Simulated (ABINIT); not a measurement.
# BaH2 (P6_3/mmc): G0W0 in ABINIT against the plane-wave cutoff

Wanted: the cheapest plane-wave cutoff that holds the gap of BaH2 (P6_3/mmc).

Main program and level: ABINIT 10.8.3; PBEsol and many-body steps on it, plane waves.

## Step 1: Set-up

It takes space group P6_3/mmc (No. 194, hexagonal). The conventional cell has a = 4.462 Å, b = 4.462 Å, c = 6.055 Å, α = 90.00°, β = 90.00°, γ = 120.00°. Ba has 11 H at 2.58 to 3.03 Å nearest. Nearest to H lie 5 Ba at 2.58 to 3.03 Å and 6 H at 2.99 Å. Nearest to H lie 6 Ba at 2.99 Å and 8 H at 2.99 to 3.03 Å. Farther neighbours are not listed.

The cell and positions are those that the Materials Project relaxed with its own functionals (PBE, PBE+U or r2SCAN), kept fixed. Spin-orbit coupling is left out unless a step names it.

## Step 2: Empty states on the mesh, 3×3×2 mesh, 539 bands

This step: ABINIT 10.8.3; DFT, PBEsol, plane waves, norm-conserving pseudopotentials.

The sums over transitions need many empty states on a uniform mesh; this step solves for them.

File run.abi:

```
acell 3*1.0 Angstrom
rprim 
  4.462025052349 0.000000000014 0.000000000000
  -2.231012526186 3.864227047650 0.000000000000
  0.000000000000 0.000000000000 6.055292590000
ntypat 2
znucl 56 1
natom 6
typat 1 1 2 2 2 2
xred 
  0.666666666667 0.333333333333 0.750000000000
  0.333333333333 0.666666666667 0.250000000000
  0.333333333333 0.666666666667 0.750000000000
  0.666666666667 0.333333333333 0.250000000000
  0.000000000000 0.000000000000 0.500000000000
  0.000000000000 0.000000000000 0.000000000000
pp_dirpath "pseudos"
pseudos "Ba.upf, H.upf"
ecut 32
ngkpt 3 3 2
nshiftk 1
shiftk 0 0 0
kptopt 1
chksymbreak 0
iscf -2
irdden 1
istwfk *1
nband 539
nbdbuf 48
tolwfr 1e-09
nstep 60
prtvol 0
indata_prefix "in"
outdata_prefix "out"
tmpdata_prefix "tmp"
```

The run is started by

```console
OMP_NUM_THREADS=1 mpirun -n 4 abinit run.abi > log
```

Numbers of over 12 decimals in the logs are rounded to 6 here.

Output:

```text
.Version 10.8.3 of ABINIT. v10.8.2 released Aug 2026.

 Symmetries : space group P6_3/m m c (#194); Bravais hP (primitive hexag.)
[... echo of the input left out ...]
== DATASET  1 ==================================================================
-   mpi_nproc: 4, omp_nthreads: 1 (-1 if OMP is not activated)

--- !DatasetInfo
iteration_state: {dtset: 1, }
dimensions: {natom: 6, nkpt: 6, mband: 539, nsppol: 1, nspinor: 1, nspden: 1, mpw: 6126, }
cutoff_energies: {ecut:  32.0, pawecutdg:  -1.0, }
[...]
5.92995    5.94185    5.94217    5.94305    5.94325    5.94394    5.94465    5.95267
   5.95327    5.95381    5.96590    5.96720    5.97014    5.97351    5.97926    5.99001
   5.99261    5.99414    6.00044
 prteigrs : prtvol=0 or 1, do not print more k-points.

== END DATASET(S) ==============================================================
================================================================================

 -outvars: echo values of variables after computation  --------
            nband         539
             nkpt           6
          spgroup         194
 [... the other variables as echoed above ...]

 Calculation completed.
```

Run time: 15 min. Hardware: 4 MPI ranks of Intel Xeon Platinum 8259CL at 2.50GHz (Skylake/Cascade Lake), shared host; peak memory 0.69 GiB; 60 min of CPU time.

This step gave:

```
gap                                                           : 1.473 eV
k of the valence top                                          : 0, 0, 0
k of the conduction bottom                                    : 0.3333, 0.3333, 0.5
least direct gap                                              : 2.725 eV
k points computed                                             : 6
lowest point of the top converged band, above the valence top : 147.9069 eV
```

On this mesh the gap is 1.473 eV.

The density comes from a self-consistent run that is not shown.

## Step 3: Empty states on the mesh, 3×3×2 mesh, 141 bands

Changes to run.abi since step 2:

```diff
@@ -18,3 +18,3 @@
 pseudos "Ba.upf, H.upf"
-ecut 32
+ecut 19
 ngkpt 3 3 2
@@ -24,10 +24,10 @@
 chksymbreak 0
-iscf -2
 irdden 1
 istwfk *1
-nband 539
-nbdbuf 48
-tolwfr 1e-09
-nstep 60
+nband 141
 prtvol 0
+optdriver 6
+gwr_task "HDIAGO"
+paral_kgb 0
+occopt 1
 indata_prefix "in"
```

Output:

```text
[banner, memory and clock lines left out]
.Version 10.8.3 of ABINIT. v10.8.2 released Aug 2026.

 Symmetries : space group P6_3/m m c (#194); Bravais hP (primitive hexag.)
[... echo of the input left out ...]
== DATASET  1 ==================================================================
-   mpi_nproc: 4, omp_nthreads: 1 (-1 if OMP is not activated)

--- !DatasetInfo
iteration_state: {dtset: 1, }
dimensions: {natom: 6, nkpt: 6, mband: 141, nsppol: 1, nspinor: 1, nspden: 1, mpw: 2818, }
cutoff_energies: {ecut:  19.0, pawecutdg:  -1.0, }
[...]
Integrated=    2.4000E+01

 === KS gaps after direct diagonalization ===
 Indirect band gap semiconductor
 Fundamental gap:     1.462 (eV)
   VBM:     4.143 (eV) at k: [ 0.0000E+00,  0.0000E+00,  0.0000E+00]
   CBM:     5.605 (eV) at k: [ 3.3333E-01,  3.3333E-01,  5.0000E-01]
 Direct gap:         2.714 (eV) at k: [ 0.0000E+00,  0.0000E+00,  0.0000E+00]

== END DATASET(S) ==============================================================

 -outvars: echo values of variables after computation  --------
           etotal      0.0000000000E+00
            nband         141
             nkpt           6
          spgroup         194
 [... the other variables as echoed above ...]

 Calculation completed.
```

Elapsed: 42 s, on 4 MPI ranks; peak memory 2 GiB.

Numbers from this step:

```
gap                                                           : 1.462 eV
k of the valence top                                          : 0, 0, 0
k of the conduction bottom                                    : 0.3333, 0.3333, 0.5
least direct gap                                              : 2.714 eV
k points computed                                             : 6
lowest point of the top converged band, above the valence top : 55.1558 eV
```

On this mesh the gap is 1.462 eV.

## Step 4: Empty states on the mesh, 3×3×2 mesh, 141 bands

Changes to run.abi since step 3:

```diff
@@ -18,3 +18,3 @@
 pseudos "Ba.upf, H.upf"
-ecut 19
+ecut 26
 ngkpt 3 3 2
```

Output:

```text
[banner, memory and clock lines left out]
.Version 10.8.3 of ABINIT. v10.8.2 released Aug 2026.

 Symmetries : space group P6_3/m m c (#194); Bravais hP (primitive hexag.)
[... echo of the input left out ...]
== DATASET  1 ==================================================================
-   mpi_nproc: 4, omp_nthreads: 1 (-1 if OMP is not activated)

--- !DatasetInfo
iteration_state: {dtset: 1, }
dimensions: {natom: 6, nkpt: 6, mband: 141, nsppol: 1, nspinor: 1, nspden: 1, mpw: 4478, }
cutoff_energies: {ecut:  26.0, pawecutdg:  -1.0, }
[...]
Integrated=    2.4000E+01

 === KS gaps after direct diagonalization ===
 Indirect band gap semiconductor
 Fundamental gap:     1.472 (eV)
   VBM:     4.133 (eV) at k: [ 0.0000E+00,  0.0000E+00,  0.0000E+00]
   CBM:     5.605 (eV) at k: [ 3.3333E-01,  3.3333E-01,  5.0000E-01]
 Direct gap:         2.724 (eV) at k: [ 0.0000E+00,  0.0000E+00,  0.0000E+00]

== END DATASET(S) ==============================================================

 -outvars: echo values of variables after computation  --------
           etotal      0.0000000000E+00
            nband         141
             nkpt           6
          spgroup         194
 [... the other variables as echoed above ...]

 Calculation completed.
```

It took 2.3 min on 4 MPI ranks; peak memory 4.5 GiB; 9.3 min of CPU time.

This step gave:

| Property | Result |
| --- | --- |
| gap | 1.472 eV |
| k of the valence top | 0, 0, 0 |
| k of the conduction bottom | 0.3333, 0.3333, 0.5 |
| least direct gap | 2.724 eV |
| k points computed | 6 |
| lowest point of the top converged band, above the valence top | 55.1667 eV |

On this mesh the gap is 1.472 eV.

## Step 5: Empty states on the mesh, 3×3×2 mesh, 145 bands

Changes to run.abi since step 4:

```diff
@@ -18,3 +18,3 @@
 pseudos "Ba.upf, H.upf"
-ecut 26
+ecut 40
 ngkpt 3 3 2
@@ -24,10 +24,10 @@
 chksymbreak 0
+iscf -2
 irdden 1
 istwfk *1
-nband 141
+nband 145
+nbdbuf 12
+tolwfr 1e-09
+nstep 60
 prtvol 0
-optdriver 6
-gwr_task "HDIAGO"
-paral_kgb 0
-occopt 1
 indata_prefix "in"
```

Output:

```text
.Version 10.8.3 of ABINIT. v10.8.2 released Aug 2026.

 Symmetries : space group P6_3/m m c (#194); Bravais hP (primitive hexag.)
[... echo of the input left out ...]
== DATASET  1 ==================================================================
-   mpi_nproc: 4, omp_nthreads: 1 (-1 if OMP is not activated)

--- !DatasetInfo
iteration_state: {dtset: 1, }
dimensions: {natom: 6, nkpt: 6, mband: 145, nsppol: 1, nspinor: 1, nspden: 1, mpw: 8556, }
cutoff_energies: {ecut:  40.0, pawecutdg:  -1.0, }
[...]
2.21813    2.23584    2.24099    2.24099    2.24906    2.28410    2.28410    2.31140
   2.32408    2.32408    2.32430    2.32888    2.36725    2.40466    2.40566    2.41693
   2.42045
 prteigrs : prtvol=0 or 1, do not print more k-points.

== END DATASET(S) ==============================================================
================================================================================

 -outvars: echo values of variables after computation  --------
            nband         145
             nkpt           6
          spgroup         194
 [... the other variables as echoed above ...]

 Calculation completed.
```

The job ended after 1.9 min (4 MPI ranks; peak memory 0.5 GiB; 7.6 min of CPU time).

Numbers from this step:

* gap: 1.473 eV
* k of the valence top: 0, 0, 0
* k of the conduction bottom: 0.3333, 0.3333, 0.5
* least direct gap: 2.726 eV
* k points computed: 6
* lowest point of the top converged band, above the valence top: 55.1692 eV

On this mesh the gap is 1.473 eV.

## Step 6: Screening, 3×3×2 mesh, 133 bands, screening to 130.6 eV

The RPA dielectric matrix is built and inverted for each q.

This step: RPA screening on PBEsol, plane waves, norm-conserving pseudopotentials.

Changes to run.abi since step 5:

```diff
@@ -18,3 +18,3 @@
 pseudos "Ba.upf, H.upf"
-ecut 40
+ecut 19
 ngkpt 3 3 2
@@ -24,10 +24,11 @@
 chksymbreak 0
-iscf -2
-irdden 1
 istwfk *1
-nband 145
-nbdbuf 12
-tolwfr 1e-09
-nstep 60
-prtvol 0
+occopt 1
+irdwfk 1
+optdriver 3
+nband 133
+ecuteps 4.8
+inclvkb 2
+awtr 1
+symchi 1
 indata_prefix "in"
```

Output:

```text
.Version 10.8.3 of ABINIT. v10.8.2 released Aug 2026.

 Symmetries : space group P6_3/m m c (#194); Bravais hP (primitive hexag.)
[... echo of the input left out ...]
== DATASET  1 ==================================================================
-   mpi_nproc: 4, omp_nthreads: 1 (-1 if OMP is not activated)

--- !DatasetInfo
iteration_state: {dtset: 1, }
dimensions: {natom: 6, nkpt: 6, mband: 133, nsppol: 1, nspinor: 1, nspden: 1, mpw: 2818, }
cutoff_energies: {ecut:  19.0, pawecutdg:  -1.0, }
electrons: {nelect:   2.40000000E+01, charge:   0.00000000E+00, occopt:   1.00000000E+00, tsmear:   1.00000000E-02, }

 SCREENING: Calculation of the susceptibility and dielectric matrices

 Based on a program developped by R.W. Godby, V. Olevano, G. Onida, and L. Reining.
 Incorporated in ABINIT by V. Olevano, G.-M. Rignanese, and M. Torrent.
.Using double precision arithmetic ; gwpc =  8

[... cell and pseudopotentials left out ...]
--------------------------------------------------------------------------------

 ==== K-mesh for the wavefunctions ====
 Number of points in the irreducible wedge :     6
[... list of points left out ...]
 Together with 24 symmetry operations and time-reversal symmetry
 yields    18 points in the full Brillouin Zone.

 ==== Q-mesh for the screening function ====
 Number of points in the irreducible wedge :     6
[... list of points left out ...]
 Together with 24 symmetry operations and time-reversal symmetry
 yields    18 points in the full Brillouin Zone.

 setmesh: FFT mesh size selected  =    24x   24x   36
          total number of points  =        20736

 vcoul_init : cutoff-mode = AUXILIARY_FUNCTION
 q-points for optical limit:   1
     1)      0.000010    0.000020    0.000030

- screening: taking advantage of time-reversal symmetry
- Maximum band index for partially occupied states nbvw = 12
- Remaining bands to be divided among processors   nbcw = 121
- Number of bands treated by each node ~30

 Number of electrons calculated from density =   24.0000; Expected =   24.0000
 average of density, n =  0.034063
 r_s =    1.9137
 omega_plasma =   17.8032 [eV]

 calculating chi0 at frequencies [eV] :
  1    0.000000E+00    0.000000E+00
  2    0.000000E+00    1.780320E+01

--------------------------------------------------------------------------------
  q-point number  1        q = ( 0.000000, 0.000000, 0.000000) [r.l.u.]
--------------------------------------------------------------------------------
[... chi0 elements left out ...]
 For q-point:  0.000010 0.000020 0.000030
  dielectric constant =   5.8680
  dielectric constant without local fields =   6.5345

  Average fulfillment of the sum rule on Im[epsilon] for q-point    1 :     89.38  [%]
[... wings left out ...]
  q-point number  2        q = ( 0.333333, 0.000000, 0.000000) [r.l.u.]
--------------------------------------------------------------------------------
[... chi0 elements left out ...]
  Average fulfillment of the sum rule on Im[epsilon] for q-point    2 :     94.86  [%]

 [... 4 further q-points ...]
```

The job ended after 24 s (4 MPI ranks; peak memory 0.75 GiB; 97 s of CPU time).

Numbers from this step:

```yaml
eps_infinity_with_local_fields_on_this_mesh_along_the_program_s_q_direction: 5.868
the_same_without_local_fields: 6.535
plasma_frequency: 17.80 eV
plane_waves_in_the_screening_matrix: 329
```

Local fields lower ε∞ by 10 %. On a Γ-centred mesh this coarse the value itself is usually too large, while a short band sum pulls it down.

## Step 7: 19 Ha

This step: G0W0 on PBEsol, plane waves, norm-conserving pseudopotentials.

Changes to run.abi since step 6:

```diff
@@ -27,8 +27,17 @@
 irdwfk 1
-optdriver 3
+optdriver 4
 nband 133
+gwcalctyp 0
+ecutsigx 19
+symsigma 1
+nkptgw 2
+kptgw 
+  0.0000000000 0.0000000000 0.0000000000
+  0.3333333333 0.3333333333 0.5000000000
+bdgw 
+  11 14
+  11 14
 ecuteps 4.8
-inclvkb 2
-awtr 1
-symchi 1
+irdscr 1
+ppmodel 1
 indata_prefix "in"
```

Output:

```text
.Version 10.8.3 of ABINIT. v10.8.2 released Aug 2026.

 Symmetries : space group P6_3/m m c (#194); Bravais hP (primitive hexag.)
[... echo of the input left out ...]
== DATASET  1 ==================================================================
-   mpi_nproc: 4, omp_nthreads: 1 (-1 if OMP is not activated)

--- !DatasetInfo
iteration_state: {dtset: 1, }
dimensions: {natom: 6, nkpt: 6, mband: 133, nsppol: 1, nspinor: 1, nspden: 1, mpw: 2818, }
cutoff_energies: {ecut:  19.0, pawecutdg:  -1.0, }
electrons: {nelect:   2.40000000E+01, charge:   0.00000000E+00, occopt:   1.00000000E+00, tsmear:   1.00000000E-02, }

 SIGMA: Calculation of the GW corrections

 Based on a program developped by R.W. Godby, V. Olevano, G. Onida, and L. Reining.
 Incorporated in ABINIT by V. Olevano, G.-M. Rignanese, and M. Torrent.
.Using double precision arithmetic ; gwpc =  8

[... cell and pseudopotentials left out ...]
--------------------------------------------------------------------------------

 ==== K-mesh for the wavefunctions ====
 Number of points in the irreducible wedge :     6
[... list of points left out ...]
 Together with 24 symmetry operations and time-reversal symmetry
 yields    18 points in the full Brillouin Zone.

 ==== Q-mesh for screening function ====
 Number of points in the irreducible wedge :     6
[... list of points left out ...]
 Together with 24 symmetry operations and time-reversal symmetry
 yields    18 points in the full Brillouin Zone.

 vcoul_init : cutoff-mode = AUXILIARY_FUNCTION
 q-points for optical limit:   1
     1)      0.000010    0.000020    0.000030
 setmesh: FFT mesh size selected  =    32x   32x   48
          total number of points  =        49152

 Number of electrons calculated from density =   24.0000; Expected =   24.0000
 average of density, n =  0.034063
 r_s =    1.9137
 omega_plasma =   17.8032 [eV]

 === KS Band Gaps ===
  >>>> For spin  1
   Minimum direct gap =   2.7136 [eV], located at k-point      :   0.0000  0.0000  0.0000
   Fundamental gap    =   1.4624 [eV], Top of valence bands at :   0.0000  0.0000  0.0000
                                       Bottom of conduction at :   0.3333  0.3333  0.5000
 SIGMA fundamental parameters:
 PLASMON POLE MODEL  1
 number of plane-waves for SigmaX                 2777
 number of plane-waves for SigmaC and W            329
 number of plane-waves for wavefunctions          2777
 number of bands                                   133
 number of independent spin polarizations            1
 number of spinorial components                      1
 number of k-points in IBZ                           6
 number of q-points in IBZ                           6
 number of symmetry operations                      24
 number of k-points in BZ                           18
 number of q-points in BZ                           18
 number of frequencies for dSigma/dE                 9
 frequency step for dSigma/dE [eV]                0.25
 number of omega for Sigma on real axis              0
 max omega for Sigma on real axis  [eV]           0.00
 zcut for avoiding poles [eV]                     0.10

 EPSILON^-1 parameters (SCR file):
 dimension of the eps^-1 matrix on file            329
 dimension of the eps^-1 matrix used               329
 number of plane-waves for wavefunctions          2777
 number of bands                                   133
 number of q-points in IBZ                           6
 number of frequencies                               2
 number of real frequencies                          1
 number of imag frequencies                          1

 matrix elements of self-energy operator (all in [eV])

 Perturbative Calculation

--- !SelfEnergy_ee
iteration_state: {dtset: 1, }
kpoint     : [   0.000,    0.000,    0.000, ]
spin       : 1
KS_gap     :    2.714
QP_gap     :    4.293
Delta_QP_KS:    1.580
data: !SigmaeeData |
     Band     E0 <VxcDFT>   SigX SigC(E0)      Z dSigC/dE  Sig(E)    E-E0       E
       11   3.632 -10.588 -13.523   1.814   0.773  -0.294 -11.454  -0.866   2.766
       12   4.143 -10.763 -13.513   1.645   0.776  -0.289 -11.620  -0.857   3.285
       13   6.856  -9.229  -4.728  -3.613   0.813  -0.229  -8.507   0.722   7.579
       14   6.856  -9.229  -4.728  -3.613   0.813  -0.229  -8.507   0.722   7.579

--- !SelfEnergy_ee
iteration_state: {dtset: 1, }
kpoint     : [   0.333,    0.333,    0.500, ]
spin       : 1
KS_gap     :    3.010
QP_gap     :    4.605
Delta_QP_KS:    1.595
data: !SigmaeeData |
     Band     E0 <VxcDFT>   SigX SigC(E0)      Z dSigC/dE  Sig(E)    E-E0       E
       11   2.595 -11.062 -14.388   2.121   0.775  -0.291 -11.995  -0.934   1.661
       12   2.595 -11.062 -14.388   2.121   0.775  -0.291 -11.995  -0.934   1.661
       13   5.605  -8.696  -4.282  -3.602   0.814  -0.228  -8.035   0.661   6.266
       14   5.605  -8.696  -4.282  -3.602   0.814  -0.228  -8.035   0.661   6.266

== END DATASET(S) ==============================================================
================================================================================

 -outvars: echo values of variables after computation  --------
           etotal      0.0000000000E+00
            nband         133
             nkpt           6
          spgroup         194
 [... the other variables as echoed above ...]

 Calculation completed.
```

Run time: 17 s. Hardware: 4 MPI ranks; peak memory 0.78 GiB; 68 s of CPU time.

This step gave:

```
G0W0 gap on the points computed              : 2.981 eV
starting gap on the mesh                     : 1.462 eV
k of the valence top                         : 0, 0, 0
k of the conduction bottom                   : 0.3333, 0.3333, 0.5
Z at the valence top                         : 0.776
Z at the conduction bottom                   : 0.814
least direct G0W0 gap on the computed points : 4.294 eV
```

(Continued in part 2 of 2.)

[Paths, hosts, dates, memory and timing lines, banners, echoed tables and standing remarks are left out of the program output.]

[Logs are printed without paths, hosts, clocks, repeated set-up lines and the standing remarks that a program may print on its own settings, such as how far it seeks lower states.]

[Runs of the session that timed out or met a known fault of the program may be left out.]

[Hosts, paths, dates, database ids (printed as entryN), source tags and the programs' standing remarks are cut or masked in the printed files.]

[G0W0 gaps are taken among the corrected bands and points alone; a level outside them can change the order at an edge.]

[Where Ansatz stands beside ABINIT at settings called matched, ABINIT's density can come from a denser mesh and the files from another edition; pairs whose starting gaps differed by over 0.03 eV were left out, so agreement reads better than it is.]
